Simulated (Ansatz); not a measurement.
# How Li(100) screens a field

Aim: image plane and induced charge of Li(100).

Calculated with Ansatz 0.2.0; plane-wave DFT, r2SCAN, Ansatz PAW, in the first sound run; inputs show where later runs differ.

### Step 1. The starting structure

The cell holds 7 atoms: 7 Li. Its edges and angles: a = 3.490 Å, b = 3.490 Å, c = 28.470 Å, α = 90.0°, β = 90.0°, γ = 90.0°. Vacuum lies along c.

### Step 2. Single point, field 0

A sawtooth potential applies the field, turning back in the middle of the vacuum. With the dipole correction the typed value is the field outside the slab. The induced dipole is small, so the SCF threshold is tight.

input.yaml reads:

```yaml
crystal:
  lattice:
    - [3.49, 0.0, 0.0]
    - [0.0, 3.49, 0.0]
    - [0.0, 0.0, 28.47]
  atoms:
    - { symbol: Li, position: [0.0, 0.0, 0.3161222339] }
    - { symbol: Li, position: [0.5, 0.5, 0.3774148226] }
    - { symbol: Li, position: [0.0, 0.0, 0.4387074113] }
    - { symbol: Li, position: [0.5, 0.5, 0.5] }
    - { symbol: Li, position: [0.0, 0.0, 0.5612925887] }
    - { symbol: Li, position: [0.5, 0.5, 0.6225851774] }
    - { symbol: Li, position: [0.0, 0.0, 0.6838777661] }
kpoints:
  mp_grid: { grid: [14, 14, 1] }
hamiltonian:
  xc: r2scan
scf:
  occupations: { method: fermi_dirac, width: 0.1 }
  convergence: { dr2_threshold: 1.0e-10 }
efield:
  axis: 3
  dipole_correction: true
  ramp_position: 0.97
  ramp_width: 0.06
  amplitude: 0
output:
  forces: true
  write_potential: true
  write_density: true
  volumetric_format: npy
```

On the command line:

```bash
> ansatz run input.yaml --threads 2 --pin off --max-ram 3072MiB --backend cpu --events-out ev --progress --plain --runs-dir out
```

Output:

```text
Engine: ansatz 0.2.0, x86_64-unknown-linux-gnu
Pseudopotentials: kind: paw
Pseudopotential: Li, paw, valence charge 3, recommended cutoff 500 eV (meta_gga), Li.paw.azcp
Functional definition: r2SCAN
  parameter k0 = 0.174
  parameter k1 = 0.065
  parameter a1 = 4.9479
  exchange = r2scan_x(k0 = k0, k1 = k1, a1 = a1)
  correlation = r2scan_c
Crystal: 7 atoms, lattice volume = 346.767 Å³
Basis set: ecut = 500 eV, 8799 PW (Γ), exchange–correlation on 108×108×864 points (64 copies of the dense FFT grid, shifted against one another)
Bands: 18, of which v1, the nominal top of the filled ones, is band 11 counted from 1 (10 counted from 0)
Symmetry: 8 space group operations
k-points: 36 of 196
Non-local potential: Li, projectors of the file, l = 0: 3, l = 1: 2, l = 2: 1
PAW form: soft (Blöchl's): semilocal exchange-correlation on the pseudo side does not see the compensation charge
PAW one-centre angular grid: Li, 302 points (default); XC on 327 of its mesh's 2665 points in the sphere
Initial density: superposition of atomic densities (neutral atoms: chi_scale 0, normalization atom), corrected by the library's trained network
Initial wavefunctions: pseudopotential atomic-orbital guess
Functional: x = r2scan, c = r2scan; τ floored in thin density (d = 2e-4 eV/Å³)
SCF iter   1: F=—  HF=-1435.268440 eV  |F-HF|=—  |Δ(HF+E_count)|=         —  Δρ=1.52e-3  dr2=1.14e-2  dr2_τ=1.82e-3  ethr=1.77e-3  p=0.000 e·Å  D=2.00e-14 V/Å  ΔV_dip=-0.00 eV  dr2_dipole=7.49e-12  V_vac-E_F(+/−)=2.84/2.84 eV  ⟨swp⟩=8.7  Hψ=4397  notcnv=0
efield: sawtooth ramp at fractional position 0.9700 (set: `efield.ramp_position`, or a place that a band, a saddle search or an elastic batch's reference lends), width 0.0600; the density the first Hamiltonian is built on has a dipole p = 0.000 e·Å; the dipole correction subtracts the counter field D = 2.00e-14 V/Å, which shifts the + side's vacuum level by -0.00 eV against the − side's; the planar-averaged density in the ramp window peaks in size at 1.2e-5 e/Å³
preconditioner: auto → LDOS  [metal: Δε(μ)=0.011 eV  Ē_g=3.735 eV  σ=0.100 eV  W_gap=0.03  n_scr=14 (ndim 8)  ℏωp=5.3 eV  f_vac=0.477  D(μ)=3.48/eV (n_scr^D=12)  β→1.0]
SCF iter   2: F=—  HF=-1435.272841 eV  |F-HF|=—  |Δ(HF+E_count)|=   4.40e-3  Δρ=2.52e-4  dr2=7.58e-4  dr2_τ=5.66e-6  ethr=5.41e-5  p=-0.000 e·Å  D=-8.72e-7 V/Å  ΔV_dip=0.00 eV  dr2_dipole=1.91e-9  V_vac-E_F(+/−)=2.96/2.96 eV  ⟨swp⟩=2.0  Hψ=1585  notcnv=0
SCF iter   3: F=—  HF=-1435.273130 eV  |F-HF|=—  |Δ(HF+E_count)|=   2.89e-4  Δρ=7.99e-5  dr2=1.15e-4  dr2_τ=1.28e-7  ethr=3.61e-6  p=-0.000 e·Å  D=-4.95e-7 V/Å  ΔV_dip=0.00 eV  dr2_dipole=1.63e-9  V_vac-E_F(+/−)=2.99/2.99 eV  ⟨swp⟩=2.6  Hψ=1053  notcnv=0
SCF iter   4: F=—  HF=-1435.273198 eV  |F-HF|=—  |Δ(HF+E_count)|=   6.89e-5  Δρ=2.30e-5  dr2=1.17e-5  dr2_τ=2.13e-8  ethr=5.46e-7  p=-0.000 e·Å  D=-3.83e-7 V/Å  ΔV_dip=0.00 eV  dr2_dipole=1.06e-10  V_vac-E_F(+/−)=3.01/3.01 eV  ⟨swp⟩=1.9  Hψ=748  notcnv=0
SCF iter   5: F=—  HF=-1435.273205 eV  |F-HF|=—  |Δ(HF+E_count)|=   6.35e-6  Δρ=4.82e-6  dr2=2.80e-7  dr2_τ=2.12e-10  ethr=5.55e-8  p=0.000 e·Å  D=3.08e-8 V/Å  ΔV_dip=-0.00 eV  dr2_dipole=1.32e-13  V_vac-E_F(+/−)=3.02/3.02 eV  ⟨swp⟩=1.9  Hψ=750  notcnv=0
SCF iter   6: F=—  HF=-1435.273188 eV  |F-HF|=—  |Δ(HF+E_count)|=   1.69e-5  Δρ=1.01e-6  dr2=1.17e-8  dr2_τ=4.04e-11  ethr=1.33e-9  p=0.000 e·Å  D=1.18e-8 V/Å  ΔV_dip=-0.00 eV  dr2_dipole=3.17e-12  V_vac-E_F(+/−)=3.03/3.03 eV  ⟨swp⟩=2.0  Hψ=796  notcnv=0
SCF iter   7: F=—  HF=-1435.273188 eV  |F-HF|=—  |Δ(HF+E_count)|=   1.44e-8  Δρ=2.33e-7  dr2=3.24e-10  dr2_τ=8.75e-13  ethr=5.55e-11  p=-0.000 e·Å  D=-2.81e-9 V/Å  ΔV_dip=0.00 eV  dr2_dipole=2.02e-13  V_vac-E_F(+/−)=3.03/3.03 eV  ⟨swp⟩=1.9  Hψ=821  notcnv=0
SCF iter   8: F=-1435.273188 eV  HF=-1435.273188 eV  |F-HF|=1.73e-11  |Δ(HF+E_count)|=   1.27e-9  Δρ=4.25e-8  dr2=1.03e-11  dr2_τ=4.25e-14  ethr=1.00e-12  p=0.000 e·Å  D=1.16e-9 V/Å  ΔV_dip=-0.00 eV  dr2_dipole=3.09e-15  V_vac-E_F(+/−)=3.03/3.03 eV  ⟨swp⟩=8.5  Hψ=3079  notcnv=0
SCF 1 converged in 8 iterations: F = -1435.273188 eV  dr2 = 1.03e-11
  greatest PAW one-centre occupation: 0.999 electrons in one spin orbital (limit 2), on the Li atom at site 2 (counted from 0), in its partial waves of l = 0
WARN: The output density's exchange-correlation potential varies sharply where the density is thin. Do not read a vacuum level from v_tot or v_xc, or from such a field of the output density. On a cell that repeats whose density bears no net charge and no dipole along the vacuum's axis use v_es (v_loc + v_h of the components); under efield.dipole_correction with no amplitude use v_es + v_field, which holds any externa [...]
SCF converged after 8 iterations
Free energy (F): -1435.273188 eV
Harris-Foulkes:  -1435.273188 eV  (|F-HF|=1.73e-11)
Internal energy: -1435.160258 eV  (E = F + TS)
E sigma→0 (E₀):  -1435.216723 eV
Entropy (-TS):   -0.112930 eV (-16.133 meV/atom)
Fermi energy:    -1.231654 eV
Dipole field:    D = 0.000000 V/Å  (p = 0.000000 e·Å, saw-weighted, corrected)
Work function:   Φ+ = 3.0267 eV   Φ− = 3.0267 eV
Levels:          The Fermi level and band energies are counted from a zero that moves with the ramp; work functions are not
--- Per-component energies (eV) ---
  E_band       = -713.151118
  E_kinetic    = 146.272724
  E_local      = -6039.819998  (includes V_loc(G=0)·N_el)
  E_nonlocal   = -233.441379
  E_hartree    = 2806.400413
  E_xc         = -65.884367
  E_vxc        = -93.982170  (∫ρ·V_xc dr)
  E_paw        = -152.683166  (= ΣΔE_a)
  E_vpaw       = -110.800996  (= ΣTr[D̂ρ^β])
  E_aug_tail   = -0.000686  (compensation charges beyond the density's cutoff)
  E_vtau       = 5.820522  (kinetic-family band-sum trace: ∫τ·v_τ [+ j·A + Jᵃ·Aᵃ] dr)
  E_efield     = 0.000000  (sawtooth field / dipole correction)
  E_vefield    = 0.000000  (∫n·V_field dr)
  E_ewald      = 2103.996202
  E_smearing   = -0.112930  (= −TS)
  E_closure    = 0.000000  (closes the sum)
  Σ components = -1435.273188   (vs F -1435.273188, Δ=0.00e0)
--- Forces (eV/Å), atoms counted from 1 ---
  atom   1  Li     0.00000000     0.00000000    -0.05844240
  atom   2  Li     0.00000000     0.00000000     0.08979082
  atom   3  Li     0.00000000     0.00000000    -0.02117657
  atom   4  Li     0.00000000     0.00000000    -0.00000001
  atom   5  Li    -0.00000000     0.00000000     0.02117655
  atom   6  Li     0.00000000     0.00000000    -0.08979085
  atom   7  Li    -0.00000000     0.00000000     0.05844242
  max |Σ_I F_I| component: 3.36e-8 eV/Å
--- Band table (eV; the first three rows and the last of 36) ---
  k-point 0: bands = [... 7 lower, -4.9404, -4.4857, -3.7024, -2.6615, -1.5353, -0.4039, 0.8164, 1.8456, ... 3 higher]
  k-point 1: bands = [... 7 lower, -4.8879, -4.4333, -3.6499, -2.6088, -1.4817, -0.3500, 0.8680, 1.8968, ... 3 higher]
  k-point 2: bands = [... 7 lower, -4.7304, -4.2760, -3.4930, -2.4519, -1.3243, -0.1955, 1.0085, 2.0229, ... 3 higher]
  k-point 35: bands = [... 7 lower, -0.7441, -0.7441, -0.1805, -0.1805, 0.8029, 0.8029, 2.0529, 2.1014, ... 3 higher]
```

Run time: 14 s. Hardware: 2 threads of Intel Xeon Platinum 8559C (Emerald Rapids), shared host; peak memory 0.75 GiB; 27 s of CPU time.

Numbers from this step:

```
energy at zero smearing   : -1435.2167 eV
work function, upper face : 3.027 eV
dipole along the normal   : 1.11e-7 e·Å
```

Running mean over 1.745 Å of the planar mean; the ramp of the sawtooth is left out. Electron's electrostatic potential energy less the Fermi level against z:

| z (Å) | electron's electrostatic potential energy less the Fermi level (eV) |
| --- | --- |
| 4 | 3.03 |
| 5 | 3.02 |
| 6 | 2.96 |
| 7 | 2.63 |
| 8 | 0.987 |
| 9 | -0.852 |
| 10 | -0.762 |
| 11 | -0.653 |
| 12 | -0.654 |
| 13 | -0.646 |
| 14 | -0.653 |
| 15 | -0.649 |
| 16 | -0.650 |
| 17 | -0.654 |
| 18 | -0.682 |
| 19 | -0.877 |
| 20 | -0.265 |
| 21 | 2.16 |
| 22 | 2.87 |
| 23 | 3.00 |
| 24 | 3.02 |
| 25 | 3.03 |

Force by atom:

| atom | x (eV/Å) | y (eV/Å) | z (eV/Å) | size |
| --- | --- | --- | --- | --- |
| Li1 | 0.0000 | 0.0000 | -0.0584 | 0.0584 |
| Li2 | 0.0000 | 0.0000 | 0.0898 | 0.0898 |
| Li3 | 0.0000 | 0.0000 | -0.0212 | 0.0212 |
| Li4 | 0.0000 | 0.0000 | 0.0000 | 0.0000 |
| Li5 | 0.0000 | 0.0000 | 0.0212 | 0.0212 |
| Li6 | 0.0000 | 0.0000 | -0.0898 | 0.0898 |
| Li7 | 0.0000 | 0.0000 | 0.0584 | 0.0584 |

The work function of the upper face is 3.03 eV.

### Step 3. Single point, field 0.03 V/Å

Changes to input.yaml since step 2:

```diff
@@ -25,3 +25,3 @@
   ramp_width: 0.06
-  amplitude: 0
+  amplitude: 0.03
 output:
```

Output:

```text
[...]
Crystal: 7 atoms, lattice volume = 346.767 Å³
Basis set: ecut = 500 eV, 8799 PW (Γ), exchange–correlation on 108×108×864 points (64 copies of the dense FFT grid, shifted against one another)
Bands: 18, of which v1, the nominal top of the filled ones, is band 11 counted from 1 (10 counted from 0)
Symmetry: 8 space group operations
k-points: 36 of 196
[...]
k-point 0: bands = [... 7 lower, -4.9406, -4.4859, -3.7026, -2.6617, -1.5356, -0.4042, 0.8152, 1.7810, ... 3 higher]
  k-point 1: bands = [... 7 lower, -4.8881, -4.4335, -3.6501, -2.6089, -1.4819, -0.3503, 0.8668, 1.8367, ... 3 higher]
  k-point 2: bands = [... 7 lower, -4.7306, -4.2762, -3.4932, -2.4520, -1.3245, -0.1958, 1.0075, 1.9814, ... 3 higher]
  k-point 35: bands = [... 7 lower, -0.7443, -0.7443, -0.1807, -0.1807, 0.8027, 0.8027, 2.0527, 2.1012, ... 3 higher]
[key lines of the parts left out:]
SCF converged after 9 iterations
Free energy (F): -1435.273630 eV
Fermi energy:    -1.231845 eV
Dipole field:    D = 0.015389 V/Å  (p = 0.029491 e·Å, saw-weighted, corrected)
```

The job ended after 14 s (2 threads; peak memory 0.75 GiB; 28 s of CPU time).

The dipole is 0.0295 e·Å.

### Step 4. Atoms held, field -0.03 V/Å

Changes to input.yaml since step 3:

```diff
@@ -25,3 +25,3 @@
   ramp_width: 0.06
-  amplitude: 0.03
+  amplitude: -0.03
 output:
```

Output:

```text
[...]
Crystal: 7 atoms, lattice volume = 346.767 Å³
Basis set: ecut = 500 eV, 8799 PW (Γ), exchange–correlation on 108×108×864 points (64 copies of the dense FFT grid, shifted against one another)
Bands: 18, of which v1, the nominal top of the filled ones, is band 11 counted from 1 (10 counted from 0)
Symmetry: 8 space group operations
k-points: 36 of 196
[...]
k-point 0: bands = [... 7 lower, -4.9406, -4.4859, -3.7026, -2.6617, -1.5356, -0.4042, 0.8152, 1.7810, ... 3 higher]
  k-point 1: bands = [... 7 lower, -4.8881, -4.4335, -3.6501, -2.6089, -1.4819, -0.3503, 0.8668, 1.8367, ... 3 higher]
  k-point 2: bands = [... 7 lower, -4.7306, -4.2762, -3.4932, -2.4520, -1.3245, -0.1958, 1.0075, 1.9814, ... 3 higher]
  k-point 35: bands = [... 7 lower, -0.7443, -0.7443, -0.1807, -0.1807, 0.8027, 0.8027, 2.0527, 2.1012, ... 3 higher]
[key lines of the parts left out:]
SCF converged after 9 iterations
Free energy (F): -1435.273630 eV
Fermi energy:    -1.231845 eV
Dipole field:    D = -0.015389 V/Å  (p = -0.029491 e·Å, saw-weighted, corrected)
```

Elapsed: 14 s, on 2 threads; peak memory 0.76 GiB.

The dipole is -0.0295 e·Å.

### Step 5. Single point, field 0.1 V/Å

Changes to input.yaml since step 4:

```diff
@@ -25,3 +25,3 @@
   ramp_width: 0.06
-  amplitude: -0.03
+  amplitude: 0.1
 output:
```

Output:

```text
[...]
Crystal: 7 atoms, lattice volume = 346.767 Å³
Basis set: ecut = 500 eV, 8799 PW (Γ), exchange–correlation on 108×108×864 points (64 copies of the dense FFT grid, shifted against one another)
Bands: 18, of which v1, the nominal top of the filled ones, is band 11 counted from 1 (10 counted from 0)
Symmetry: 8 space group operations
k-points: 36 of 196
[...]
k-point 0: bands = [... 7 lower, -4.9425, -4.4878, -3.7045, -2.6636, -1.5379, -0.4075, 0.8023, 1.5990, ... 3 higher]
  k-point 1: bands = [... 7 lower, -4.8901, -4.4354, -3.6520, -2.6109, -1.4842, -0.3535, 0.8541, 1.6564, ... 3 higher]
  k-point 2: bands = [... 7 lower, -4.7325, -4.2781, -3.4950, -2.4540, -1.3268, -0.1990, 0.9960, 1.8138, ... 3 higher]
  k-point 35: bands = [... 7 lower, -0.7462, -0.7462, -0.1826, -0.1826, 0.8008, 0.8008, 2.0507, 2.0993, ... 3 higher]
[key lines of the parts left out:]
SCF converged after 10 iterations
Free energy (F): -1435.278104 eV
Fermi energy:    -1.233791 eV
Dipole field:    D = 0.051313 V/Å  (p = 0.098334 e·Å, saw-weighted, corrected)
```

Run time: 16 s. Hardware: 2 threads; peak memory 0.75 GiB; 32 s of CPU time.

The dipole is 0.0983 e·Å.

### Step 6. Single point, field -0.1 V/Å

Changes to input.yaml since step 5:

```diff
@@ -25,3 +25,3 @@
   ramp_width: 0.06
-  amplitude: 0.1
+  amplitude: -0.1
 output:
```

Output:

```text
[...]
Crystal: 7 atoms, lattice volume = 346.767 Å³
Basis set: ecut = 500 eV, 8799 PW (Γ), exchange–correlation on 108×108×864 points (64 copies of the dense FFT grid, shifted against one another)
Bands: 18, of which v1, the nominal top of the filled ones, is band 11 counted from 1 (10 counted from 0)
Symmetry: 8 space group operations
k-points: 36 of 196
[...]
k-point 0: bands = [... 7 lower, -4.9425, -4.4878, -3.7045, -2.6636, -1.5379, -0.4075, 0.8023, 1.5990, ... 3 higher]
  k-point 1: bands = [... 7 lower, -4.8901, -4.4354, -3.6520, -2.6109, -1.4842, -0.3535, 0.8541, 1.6564, ... 3 higher]
  k-point 2: bands = [... 7 lower, -4.7325, -4.2781, -3.4950, -2.4540, -1.3268, -0.1990, 0.9960, 1.8138, ... 3 higher]
  k-point 35: bands = [... 7 lower, -0.7462, -0.7462, -0.1826, -0.1826, 0.8008, 0.8008, 2.0507, 2.0993, ... 3 higher]
[key lines of the parts left out:]
SCF converged after 10 iterations
Free energy (F): -1435.278104 eV
Fermi energy:    -1.233791 eV
Dipole field:    D = -0.051313 V/Å  (p = -0.098334 e·Å, saw-weighted, corrected)
```

The job ended after 16 s (2 threads; peak memory 0.75 GiB).

The dipole is -0.0983 e·Å.

### Step 7. Atoms held, field 0.15 V/Å

Changes to input.yaml since step 6:

```diff
@@ -25,3 +25,3 @@
   ramp_width: 0.06
-  amplitude: -0.1
+  amplitude: 0.15
 output:
@@ -31 +31,2 @@
   volumetric_format: npy
+  elf: true
```

Output:

```text
[...]
Crystal: 7 atoms, lattice volume = 346.767 Å³
Basis set: ecut = 500 eV, 8799 PW (Γ), exchange–correlation on 108×108×864 points (64 copies of the dense FFT grid, shifted against one another)
Bands: 18, of which v1, the nominal top of the filled ones, is band 11 counted from 1 (10 counted from 0)
Symmetry: 8 space group operations
k-points: 36 of 196
[...]
k-point 0: bands = [... 7 lower, -4.9452, -4.4905, -3.7071, -2.6663, -1.5411, -0.4121, 0.7823, 1.4598, ... 3 higher]
  k-point 1: bands = [... 7 lower, -4.8927, -4.4380, -3.6546, -2.6135, -1.4874, -0.3581, 0.8345, 1.5175, ... 3 higher]
  k-point 2: bands = [... 7 lower, -4.7352, -4.2807, -3.4976, -2.4566, -1.3299, -0.2034, 0.9783, 1.6786, ... 3 higher]
  k-point 35: bands = [... 7 lower, -0.7489, -0.7489, -0.1852, -0.1852, 0.7983, 0.7983, 2.0480, 2.0966, ... 3 higher]
[key lines of the parts left out:]
SCF converged after 10 iterations
Free energy (F): -1435.284250 eV
Fermi energy:    -1.236485 eV
Dipole field:    D = 0.076996 V/Å  (p = 0.147552 e·Å, saw-weighted, corrected)
```

Wall time 16 s (2 threads); peak memory 0.75 GiB; 31 s of CPU time.

Running mean over 1.745 Å of the planar mean, with the applied field; the ramp of the sawtooth is left out. Electron's electrostatic potential energy less the Fermi level against z:

z (Å), electron's electrostatic potential energy less the Fermi level (eV) and a bar from the least value:
```
        4       2.60 ########################
        5       2.73 ########################
        6       2.81 #########################
        7       2.59 #######################
        8       1.00 #############
        9      -0.84 
       10      -0.76 #
       11      -0.65 ##
       12      -0.65 ##
       13      -0.65 ##
       14      -0.65 ##
       15      -0.65 ##
       16      -0.65 ##
       17      -0.65 ##
       18      -0.68 #
       19      -0.88 
       20      -0.28 ####
       21       2.17 #####################
       22       2.98 ##########################
       23       3.24 ############################
       24       3.40 #############################
       25       3.56 ##############################
```

The dipole is 0.148 e·Å.

### Step 8. The response

This step: plane-wave DFT, r2SCAN, Ansatz PAW; screening of a field by a metal slab (Ansatz 0.2.0).

The dipoles give the slope, and the difference of two potentials shows where the field is screened.

This step gave:

| Item | Value |
| --- | --- |
| equivalent conductor thickness p/(ε₀AE) | 14.61 Å |
| distance between the outer atoms | 10.47 Å |
| inner field over outer field | 0.004249 |
| image plane, upper face | 2.118 Å |
| induced electrons on the upper face over ε₀E | -0.9915 |
| image plane, lower face | 2.118 Å |
| induced electrons on the lower face over ε₀E | 0.9915 |

The dipole of the cell by applied field:

| applied field (V/Å) | dipole of the cell (e·Å) |
| --- | --- |
| -0.100 | -0.0983 |
| -0.030 | -0.0295 |
| 0.000 | 0 |
| 0.030 | 0.0295 |
| 0.100 | 0.0983 |
| 0.150 | 0.148 |

Local field over the applied field, running mean. From the potentials at -0.03 and 0.03 V/Å; running mean over 1.745 Å. The local field over applied field by z:

z (Å), local field over applied field and a bar from the least value:
```
      4.5      0.983 ##############################
      5.0      0.965 #############################
      5.5      0.927 ############################
      6.0      0.859 ###########################
      6.5      0.744 #######################
      7.0      0.575 ###################
      7.5      0.362 #############
      8.0      0.145 #######
      8.5     -0.018 ##
      9.0     -0.091 
      9.5     -0.079 
     10.0     -0.027 ##
     10.5      0.015 ###
     11.0      0.024 ###
     11.5      0.010 ###
     12.0     -0.006 ##
     12.5     -0.010 ##
     13.0     -0.005 ##
     13.5      0.002 ###
     14.0      0.006 ###
     14.5      0.006 ###
     15.0      0.001 ###
     15.5     -0.006 ##
     16.0     -0.010 ##
     16.5     -0.005 ##
     17.0      0.011 ###
     17.5      0.024 ###
     18.0      0.013 ###
     18.5     -0.030 ##
     19.0     -0.081 
     19.5     -0.090 
     20.0     -0.010 ##
     20.5      0.158 #######
     21.0      0.375 #############
     21.5      0.586 ###################
     22.0      0.753 ########################
     22.5      0.864 ###########################
     23.0      0.930 ############################
     23.5      0.966 #############################
     24.0      0.984 ##############################
```

Electrons, planar mean, per unit field. Table of induced electron density by z:

| z (Å) | induced electron density (e/Å³ per V/Å) |
| --- | --- |
| 5 | 2.3e-4 |
| 6 | 8.8e-4 |
| 7 | 0.00228 |
| 8 | 0.00268 |
| 9 | -5.0e-6 |
| 10 | -9.1e-4 |
| 11 | 2.5e-4 |
| 12 | 1.2e-4 |
| 13 | -1.3e-4 |
| 14 | -5.2e-6 |
| 15 | 6.9e-5 |
| 16 | 9.7e-5 |
| 17 | -3.6e-4 |
| 18 | 2.4e-4 |
| 19 | 9.0e-4 |
| 20 | -0.00162 |
| 21 | -0.00281 |
| 22 | -0.00147 |
| 23 | -4.5e-4 |
| 24 | -1.0e-4 |

By hand: between -0.03 and 0.03 V/Å the dipole changes by 0.05898 e·Å, a slope of 0.9830 e·Å²/V. A perfect conductor of thickness t has p = ε₀AEt, so t = 180.95 × 0.9830 / 12.180 = 14.60 Å (e/ε₀ = 180.95 V·Å, A in Å²). Less the 10.47 Å between the outer atoms, and halved, that puts each image plane 2.07 Å out.

The induced dipole is that of a conductor 14.61 Å thick.

(Continued in part 2 of 2.)

[Logs are printed without paths, hosts, clocks, repeated set-up lines and the standing remarks that a program may print on its own settings, such as how far it seeks lower states.]

[Hosts, paths, dates, database ids (printed as entryN), source tags and the programs' standing remarks are cut or masked in the printed files.]

[Maps of the electrostatic potential energy from Ansatz leave out the sawtooth potential of an applied field or a dipole correction, so their vacuum need not be flat; planar profiles and work functions include it.]
